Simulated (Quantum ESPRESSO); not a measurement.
# Aluminum (Fm-3m): electron-phonon coupling, part 2 of 3

Aim: phonons of metallic Aluminum (Fm-3m) and how strongly they couple to the electrons.

Quantum ESPRESSO 7.5; DFT LDA, scalar-relativistic, plane waves, PseudoDojo norm-conserving pseudopotentials.

So far. Step 2 (A probe with smearing): No gap opens on this mesh, so smearing is kept; the start stands at -4.0 GPa. Step 4 (Ground state): The cell stands at 0.0070 GPa, close enough for phonons. The relaxed cell has a = 3.978 Å (conventional setting).

## Step 7: Linear response on the mesh

Linear response treats each wavevector in the unit cell, with no supercell; the 4×4×4 mesh fixes the range of the force constants to be had. The change of the potential is kept for the electron-phonon matrix elements.

ph.in

```
phonons
&INPUTPH
  prefix          = 'x'
  outdir          = './tmp'
  fildyn          = 'x.dyn'
  tr2_ph          = 1.0d-18
  alpha_mix(1)    = 0.4
  nmix_ph         = 8
  ldisp           = .true.
  nq1             = 4
  nq2             = 4
  nq3             = 4
  electron_phonon = 'interpolated'
  fildvscf        = 'dvscf'
  el_ph_sigma     = 0.005
  el_ph_nsigma    = 10
/
```

Command:

```bash
> OMP_NUM_THREADS=1 mpirun -n 4 ph.x -nk 4 -in ph.in > ph.out
```

Numbers of over 12 decimals in the logs are rounded to 6 here.

The log of the run:

```text
[banners, grids, parts of the stress and lines that vanish by symmetry left out]
[banner, memory and clock lines left out]
Program PHONON v.7.5

     ./tmp/x.save/

     IMPORTANT: XC functional enforced from input :
     Exchange-correlation= PW
                           (   1   4   0   0   0   0   0)
     Any further DFT definition will be discarded
     Please, verify this is what you really want

     G-vector sticks info

     Reading collected, re-writing distributed wavefunctions in ./tmp/

     Dynamical matrices for ( 4, 4, 4)  uniform grid of q-points
     (   8 q-points):
       N         xq(1)         xq(2)         xq(3)
       1   0.000000000   0.000000000   0.000000000
       2   0.176776695   0.176776695  -0.176776695
[...]
Number and degeneracy of irreps per q-point
       N         xq(1)         xq(2)         xq(3)   N irreps
       1   0.000000000   0.000000000   0.000000000       1
        3
       2   0.176776695   0.176776695  -0.176776695       2
        1   2
[...]
1   2
[...]
1   2
[...]
No degeneracy
[...]
No degeneracy
       7  -0.707106781   0.000000000   0.000000000       2
        1   2
       8  -0.707106781   0.353553391   0.000000000       2
        1   2

     Saving dvscf to file. Distribute only q points, not irreducible representations.

     Calculation of q =    0.0000000   0.0000000   0.0000000

     phonons

     bravais-lattice index     =            0
     lattice parameter (alat)  =       5.3161  a.u.
     unit-cell volume          =     106.2338 (a.u.)^3
     number of atoms/cell      =            1
     number of atomic types    =            1
     kinetic-energy cut-off    =      44.0000  Ry
     charge density cut-off    =     176.0000  Ry
     convergence threshold     =      1.0E-18
     beta                      =       0.4000
     number of iterations used =            8
     Exchange-correlation= PW
                           (   1   4   0   0   0   0   0)

     celldm(1)=    5.31609  celldm(2)=    0.00000  celldm(3)=    0.00000
     celldm(4)=    0.00000  celldm(5)=    0.00000  celldm(6)=    0.00000

     crystal axes: (cart. coord. in units of alat)
               a(1) = (  0.0000  0.7071  0.7071 )
               a(2) = (  0.7071  0.0000  0.7071 )
               a(3) = (  0.7071  0.7071  0.0000 )

     reciprocal axes: (cart. coord. in units 2 pi/alat)
               b(1) = ( -0.7071  0.7071  0.7071 )
               b(2) = (  0.7071 -0.7071  0.7071 )
               b(3) = (  0.7071  0.7071 -0.7071 )

     Atoms inside the unit cell:

     Cartesian axes

     site n.  atom      mass           positions (alat units)
        1  Al     26.9815   tau(    1) = (    0.00000    0.00000    0.00000  )

     Computing dynamical matrix for
                    q = (   0.0000000   0.0000000   0.0000000 )

     49 Sym.Ops. (with q -> -q+G )

     G cutoff =  125.9906  (   4279 G-vectors)     FFT grid: ( 24, 24, 24)

     number of k points=   145  Marzari-Vanderbilt smearing, width (Ry)=  0.0200

     PseudoPot. # 1 for Al read from file:
     ./pseudo/Al.upf
     Pseudo is Norm-conserving + core correction, Zval =  3.0

     Mode symmetry, O_h (m-3m)  point group:

     Atomic displacements:
     There are    1 irreducible representations

     Representation     1      3 modes -  To be done

     Alpha used in Ewald sum =   2.0000

     Representation #   1 modes #   1   2   3

     Self-consistent Calculation
      iter #   1   av.it.:   4.5
      thresh= 1.000E-02 alpha_mix =  0.400 |ddv_scf|^2 =  2.430E-08
      iter #   2   av.it.:   7.6
      thresh= 1.559E-05 alpha_mix =  0.400 |ddv_scf|^2 =  6.973E-09
[...]
End of self-consistent calculation

     Convergence has been achieved

     Number of q in the star =    1
     List of q in the star:
[...]
Diagonalizing the dynamical matrix

     q = (    0.000000000   0.000000000   0.000000000 )

 **************************************************************************
     freq (    1) =       0.005000 [THz] =       0.166775 [cm-1]
     freq (    2) =       0.005000 [THz] =       0.166775 [cm-1]
     freq (    3) =       0.005000 [THz] =       0.166775 [cm-1]
 **************************************************************************

     Mode symmetry, O_h (m-3m)  point group:

     freq (   1-   3) =          0.2  [cm-1]   --> T_1u G_15  G_4- I
     Electron-phonon interaction  ...

     [... narrower broadenings left out ...]
     Gaussian Broadening:   0.020 Ry, ngauss=   0
     DOS =  2.648609 states/spin/Ry/Unit Cell at Ef=  8.205894 eV
     lambda(    1)=  0.0000   gamma=    0.11 GHz
     lambda(    2)=  0.0000   gamma=    0.09 GHz
     lambda(    3)=  0.0000   gamma=    0.10 GHz
     [... wider broadenings left out ...]

     Number of q in the star =    1
     List of q in the star:
[...]
Calculation of q =    0.1767767   0.1767767  -0.1767767
     [... set-up and bands at k+q left out ...]

     Mode symmetry, C_3v (3m)   point group:

     Atomic displacements:
     There are    2 irreducible representations

     Representation     1      1 modes -  To be done

[...]
Message from routine init_vloc:
     Interpolation table for Vloc re-allocated

     Alpha used in Ewald sum =   2.0000

     Representation #   1 mode #   1

     Self-consistent Calculation

[...]
[... iterations left out ...]
[...]
End of self-consistent calculation

     Convergence has been achieved

     Representation #   2 modes #   2   3

[...]
[... iterations left out ...]
[...]
Convergence has been achieved

[...]
Diagonalizing the dynamical matrix

     q = (    0.176776695   0.176776695  -0.176776695 )

[...]
freq (    1) =       3.457531 [THz] =     115.330827 [cm-1]
     freq (    2) =       3.457531 [THz] =     115.330827 [cm-1]
     freq (    3) =       7.091532 [THz] =     236.548045 [cm-1]
[...]
Mode symmetry, C_3v (3m)   point group:

     freq (   1-   2) =        115.3  [cm-1]   --> E    L_3
     freq (   3-   3) =        236.5  [cm-1]   --> A_1  L_1
     Electron-phonon interaction  ...

     [... narrower broadenings left out ...]
     Gaussian Broadening:   0.020 Ry, ngauss=   0
     DOS =  2.648609 states/spin/Ry/Unit Cell at Ef=  8.205894 eV
     lambda(    1)=  0.0612   gamma=    1.85 GHz
     lambda(    2)=  0.0606   gamma=    1.83 GHz
     lambda(    3)=  0.1924   gamma=   24.47 GHz
     [... wider broadenings left out ...]

[...]
[... set-up and bands at k+q left out ...]

     Mode symmetry, D_3d (-3m)  point group:

[...]
Representation #   1 mode #   1

[...]
Convergence has been achieved

     Representation #   2 modes #   2   3

[...]
Convergence has been achieved

[...]
q = (   -0.353553391  -0.353553391   0.353553391 )

[...]
freq (    1) =       4.340437 [THz] =     144.781379 [cm-1]
     freq (    2) =       4.340437 [THz] =     144.781379 [cm-1]
     freq (    3) =       9.864117 [THz] =     329.031537 [cm-1]
[...]
Mode symmetry, D_3d (-3m)  point group:

     freq (   1-   2) =        144.8  [cm-1]   --> E_u  L_3'
     freq (   3-   3) =        329.0  [cm-1]   --> A_2u L_2'
[...]
lambda(    1)=  0.0948   gamma=    4.51 GHz
     lambda(    2)=  0.0914   gamma=    4.36 GHz
     lambda(    3)=  0.1623   gamma=   39.93 GHz
[...]
Mode symmetry, C_4v (4mm)  point group:

[...]
Convergence has been achieved

     Representation #   2 modes #   2   3

[...]
Convergence has been achieved

[...]
q = (    0.353553391   0.000000000   0.000000000 )

[...]
freq (    1) =       4.306283 [THz] =     143.642155 [cm-1]
     freq (    2) =       4.306283 [THz] =     143.642155 [cm-1]
     freq (    3) =       7.462875 [THz] =     248.934713 [cm-1]
[...]
Mode symmetry, C_4v (4mm)  point group:

     freq (   1-   2) =        143.6  [cm-1]   --> E    G_5 D_5
     freq (   3-   3) =        248.9  [cm-1]   --> A_1  G_1 D_1
[...]
lambda(    1)=  0.1162   gamma=    5.45 GHz
     lambda(    2)=  0.1149   gamma=    5.39 GHz
     lambda(    3)=  0.2363   gamma=   33.28 GHz
[...]
Mode symmetry, C_s (m)     point group:

[...]
Convergence has been achieved

[...]
Convergence has been achieved

[...]
Convergence has been achieved

[...]
q = (   -0.176776695  -0.530330086   0.530330086 )

[...]
freq (    1) =       5.341817 [THz] =     178.183819 [cm-1]
     freq (    2) =       6.809113 [THz] =     227.127548 [cm-1]
     freq (    3) =       9.064171 [THz] =     302.348216 [cm-1]
[...]
Mode symmetry, C_s (m)     point group:

     freq (   1-   1) =        178.2  [cm-1]   --> A''
     freq (   2-   2) =        227.1  [cm-1]   --> A'
     freq (   3-   3) =        302.3  [cm-1]   --> A'
[...]
lambda(    1)=  0.1114   gamma=    8.04 GHz
     lambda(    2)=  0.0927   gamma=   10.87 GHz
     lambda(    3)=  0.1901   gamma=   39.51 GHz
[...]
Mode symmetry, C_2v (mm2)  point group:

[...]
Convergence has been achieved

[...]
Convergence has been achieved

[...]
Convergence has been achieved

[...]
q = (    0.000000000  -0.353553391   0.353553391 )

[...]
freq (    1) =       4.802976 [THz] =     160.210034 [cm-1]
     freq (    2) =       6.667535 [THz] =     222.405037 [cm-1]
     freq (    3) =       8.493628 [THz] =     283.316921 [cm-1]
[...]
Mode symmetry, C_2v (mm2)  point group:

     freq (   1-   1) =        160.2  [cm-1]   --> B_1  D_3  S_3
     freq (   2-   2) =        222.4  [cm-1]   --> B_2  D_4  S_4
     freq (   3-   3) =        283.3  [cm-1]   --> A_1  D_1  S_1
[...]
lambda(    1)=  0.0244   gamma=    1.42 GHz
     lambda(    2)=  0.1218   gamma=   13.70 GHz
     lambda(    3)=  0.2318   gamma=   42.30 GHz
[...]
Calculation of q =   -0.7071068   0.0000000   0.0000000
     [... set-up and bands at k+q left out ...]

     Mode symmetry, D_4h(4/mmm) point group:

     Atomic displacements:
     There are    2 irreducible representations

[...]
Alpha used in Ewald sum =   2.0000

     Representation #   1 mode #   1

[...]
Convergence has been achieved

     Representation #   2 modes #   2   3

[...]
Convergence has been achieved

[...]
Diagonalizing the dynamical matrix

     q = (   -0.707106781   0.000000000   0.000000000 )

[...]
freq (    1) =       6.067234 [THz] =     202.381139 [cm-1]
     freq (    2) =       6.067234 [THz] =     202.381139 [cm-1]
     freq (    3) =       9.794648 [THz] =     326.714303 [cm-1]
[...]
Mode symmetry, D_4h(4/mmm) point group:

     freq (   1-   2) =        202.4  [cm-1]   --> E_u  X_5' M_5'
     freq (   3-   3) =        326.7  [cm-1]   --> A_2u X_4' M_4'
     Electron-phonon interaction  ...

     [... narrower broadenings left out ...]
     Gaussian Broadening:   0.020 Ry, ngauss=   0
     DOS =  2.648609 states/spin/Ry/Unit Cell at Ef=  8.205894 eV
     lambda(    1)=  0.1526   gamma=   14.21 GHz
     lambda(    2)=  0.1461   gamma=   13.60 GHz
     lambda(    3)=  0.1388   gamma=   33.67 GHz
     [... wider broadenings left out ...]

[...]
Calculation of q =   -0.7071068   0.3535534   0.0000000
     [... set-up and bands at k+q left out ...]

     Mode symmetry, D_2d (-42m) point group:

     Atomic displacements:
     There are    2 irreducible representations

     Representation     1      1 modes -  To be done

     Representation     2      2 modes -  To be done

     Alpha used in Ewald sum =   2.0000

     Representation #   1 mode #   1

     Self-consistent Calculation

[...]
[... iterations left out ...]
[...]
End of self-consistent calculation

     Convergence has been achieved

     Representation #   2 modes #   2   3

     Self-consistent Calculation

      iter #   1   av.it.:   5.0
      thresh= 1.000E-02 alpha_mix =  0.400 |ddv_scf|^2 =  8.201E-07

      [... iterations left out ...]
      iter #   8   av.it.:   7.7
      thresh= 5.021E-10 alpha_mix =  0.400 |ddv_scf|^2 =  1.681E-19

     End of self-consistent calculation

     Convergence has been achieved

     Number of q in the star =    6
     List of q in the star:
[...]
Diagonalizing the dynamical matrix

     q = (   -0.707106781   0.353553391   0.000000000 )

 **************************************************************************
     freq (    1) =       6.715100 [THz] =     223.991638 [cm-1]
     freq (    2) =       8.304615 [THz] =     277.012130 [cm-1]
     freq (    3) =       8.304615 [THz] =     277.012130 [cm-1]
 **************************************************************************

     Mode symmetry, D_2d (-42m) point group:

     freq (   1-   1) =        224.0  [cm-1]   --> B_2  X_3  W_2
     freq (   2-   3) =        277.0  [cm-1]   --> E    X_5  W_3
     Electron-phonon interaction  ...

     [... narrower broadenings left out ...]
     Gaussian Broadening:   0.020 Ry, ngauss=   0
     DOS =  2.648609 states/spin/Ry/Unit Cell at Ef=  8.205894 eV
     lambda(    1)=  0.0872   gamma=    9.94 GHz
     lambda(    2)=  0.2040   gamma=   35.58 GHz
     lambda(    3)=  0.2039   gamma=   35.57 GHz
     [... wider broadenings left out ...]

     Number of q in the star =    6
     List of q in the star:
[...]
5   0.353553391  -0.000000000  -0.707106781
          6  -0.353553391   0.000000000   0.707106781


[key lines of the parts left out:]
the Fermi energy is     8.2399 ev
```

Wall time 20 min (4 MPI ranks of Intel Xeon at 2.50GHz (Skylake/Cascade Lake), shared host).

Read from the output:

* largest acoustic frequency at the zone centre before the sum rule: 0.17 cm⁻¹
* lowest mode on the q mesh (acoustic ones at the zone centre apart): 115.3 cm⁻¹

Frequencies (cm⁻¹) at each irreducible wavevector; negative means imaginary. Frequencies by wavevector:

```csv
q (fractions),star,mode 1,mode 2,mode 3
0 0 0,1,0.17,0.17,0.17
0 0 0.25,8,115.3,115.3,236.6
0 0 -0.5,4,144.8,144.8,329
0 0.25 0.25,6,143.6,143.6,248.9
0 0.25 -0.5,24,178.2,227.1,302.4
0 0.25 -0.25,12,160.2,222.4,283.3
0 -0.5 -0.5,3,202.4,202.4,326.7
0.25 -0.5 -0.25,6,224,277,277
```

Couplings of single modes at a Gaussian broadening of 0.02 Ry, as ph.x prints them; it sets λ to zero for modes under 20 cm⁻¹. Mode couplings:

```csv
q (fractions),mode,frequency (cm⁻¹),λ,linewidth γ (GHz)
0 0 0.25,1,115.3,0.0612,1.85
0 0 0.25,2,115.3,0.0606,1.83
0 0 0.25,3,236.6,0.1924,24.47
0 0 -0.5,1,144.8,0.0948,4.51
0 0 -0.5,2,144.8,0.0914,4.36
0 0 -0.5,3,329,0.1623,39.93
0 0.25 0.25,1,143.6,0.1162,5.45
0 0.25 0.25,2,143.6,0.1149,5.39
0 0.25 0.25,3,248.9,0.2363,33.28
0 0.25 -0.5,1,178.2,0.1114,8.04
0 0.25 -0.5,2,227.1,0.0927,10.87
0 0.25 -0.5,3,302.4,0.1901,39.51
0 0.25 -0.25,1,160.2,0.0244,1.42
0 0.25 -0.25,2,222.4,0.1218,13.7
0 0.25 -0.25,3,283.3,0.2318,42.3
0 -0.5 -0.5,1,202.4,0.1526,14.21
0 -0.5 -0.5,2,202.4,0.1461,13.6
0 -0.5 -0.5,3,326.7,0.1388,33.67
0.25 -0.5 -0.25,1,224,0.0872,9.94
0.25 -0.5 -0.25,2,277,0.204,35.58
0.25 -0.5 -0.25,3,277,0.2039,35.57
```

The acoustic modes at Γ come out as far as 0.2 cm⁻¹ from zero, where they should vanish, a small numerical error.

## Step 8: Fourier transform to real space

The dynamical matrices of the mesh are Fourier-transformed to force constants in real space.

q2r.in

```
&INPUT
  fildyn = 'x.dyn'
  zasr   = 'crystal'
  flfrc  = 'x.fc'
  la2F   = .true.
/
```

Command:

```bash
> q2r.x < q2r.in > q2r.out
```

The log of the run:

```text
[banners, grids, parts of the stress and lines that vanish by symmetry left out]
[banner, memory and clock lines left out]
Program Q2R v.7.5

  reading grid info from file x.dyn0

  reading force constants from file x.dyn1
  Dielectric Tensor not found
  nqs=            1
 q=   0.00000000  0.00000000  0.00000000
  reading force constants from file x.dyn2
  nqs=            8
 q=   0.17677670  0.17677670 -0.17677670
[...]
reading force constants from file x.dyn7
  nqs=            3
[...]
reading force constants from file x.dyn8
  nqs=            6
[...]
q=   0.35355339 -0.00000000 -0.70710678
 q=  -0.35355339  0.00000000  0.70710678

      q-space grid ok, #points =   64

      fft-check success (sum of imaginary terms < 10^-12)

   Preparing gamma for a2F

 Broadening =      0.005
      q-space grid ok, #points =   64

      fft-check success (sum of imaginary terms < 10^-12)

 Broadening =      0.010
[...]
Broadening =      0.045
      q-space grid ok, #points =   64

      fft-check success (sum of imaginary terms < 10^-12)

 Broadening =      0.050
      q-space grid ok, #points =   64

      fft-check success (sum of imaginary terms < 10^-12)
```

Wall time 1.1 s (1 thread).

## Step 9: Interpolated phonon bands

From the force constants any wavevector is cheap; points of the mesh come back as solved, but for the sum rule and, in polar crystals, the LO-TO term at Γ; the rest is interpolation.

matdyn.in

```
&INPUT
  asr              = 'crystal'
  flfrc            = 'x.fc'
  flfrq            = 'x.freq'
  flvec            = 'x.modes'
  q_in_band_form   = .true.
  q_in_cryst_coord = .true.
/
8
  0.0000000   0.0000000   0.0000000  12  ! GAMMA
  0.5000000  -0.0000000   0.5000000  12  ! X
  0.6250000   0.2500000   0.6250000   1  ! U
  0.3750000   0.3750000   0.7500000  12  ! K
  0.0000000   0.0000000   0.0000000  12  ! GAMMA
  0.5000000   0.5000000   0.5000000  12  ! L
  0.5000000   0.2500000   0.7500000  12  ! W
  0.5000000  -0.0000000   0.5000000   1  ! X
```

Command:

```bash
> matdyn.x -in matdyn.in > matdyn.out
```

The log of the run:

```text
[banner, memory and clock lines left out]
Program MATDYN v.7.5

 mass for atomic type   1 not given; uses mass from file x.fc
 Norm of the difference between old and new effective charges:    0.000000

 Norm of the difference between old and new force-constants:   1.29905e-08

     Message from routine matdyn:
     Z* not found in file x.fc, TO-LO splitting at q=0 will be absent!
     Message from routine matdyn:
     Z* not found in file x.fc, TO-LO splitting at q=0 will be absent!

Note: The following floating-point exceptions are signalling: IEEE_UNDERFLOW_FLAG
```

The job ended after 0.89 s (1 thread).

Numbers from this step:

| Quantity | Value |
| --- | --- |
| lowest frequency on the path | 0 cm⁻¹ |
| mean frequency | 215.9 cm⁻¹ |
| Debye temperature (second moment) | 418 K |
| logarithmic mean frequency | 205.5 cm⁻¹ |

Matdyn.x, sum rule crystal. Phonon branches along the path, in cm⁻¹:

```csv
point,branch 1,branch 2,branch 3
Γ,0,0,0
halfway,144,144,249
X,202,202,327
halfway,200,225,319
U,192,266,296
jump to K,192,266,296
halfway,137,172,252
Γ,0,0,0
halfway,115,115,236
L,145,145,329
halfway,177,222,310
W,224,277,277
halfway,213,231,312
X,202,202,327
```

The phonon branches as a text plot (rows in cm⁻¹):

```
    322 |          *****                        ******        ***
    308 |         *     *                      *      *      *
    295 |        *       *  **                         **   *
    281 |                 **  *               *          ***
    267 |       *           *  *             *          ** *
    254 |      *         *      *                      *    *
    240 |               *    *              *                *
    226 |     *               *  *                    *   *** *
    212 |             **                                **   ***
    199 |          *******     *  *        *         * *       **
    185 |    *    *       ***
    171 |        *           *  *         *         ***
    158 |       *             *    *               **
    144 |   *  *               * *             *****
    130 |     *                 *        *   **
    117 |                        **         *
    103 |  * *                    * *      *
     89 |                          *    * *
     75 |   *                      *
     62 |                           *    *
     48 | **                         ** *
     34 |                            **
     21 | *
      7 |*                             *
         Γ           X  U|K            Γ         L        W     X
```

Lowest modes at the softest wavevector of the mesh; phase exp(i q.(R + tau)). Modes at q = (0.250, 0.000, 0.000):

```csv
mode,frequency (cm⁻¹)
1,115.3
2,115.3
3,236.5
```

Displacements in mode 1 (115.3 cm⁻¹), the largest set to 1, in the home cell:
```
Al1  0.44  1.00 -0.56
```

Displacements in mode 3 (236.5 cm⁻¹), the largest set to 1, in the home cell:
```
Al1  1.00 -1.00 -1.00
```

(Part 2 of 3 ends here.)

[Host names and launcher messages were left out of these logs when they were recorded.]

[Logs are printed without paths, hosts, clocks, repeated set-up lines and the standing remarks that a program may print on its own settings, such as how far it seeks lower states.]

[Hosts, paths, dates, database ids (printed as entryN), source tags and the programs' standing remarks are cut or masked in the printed files.]
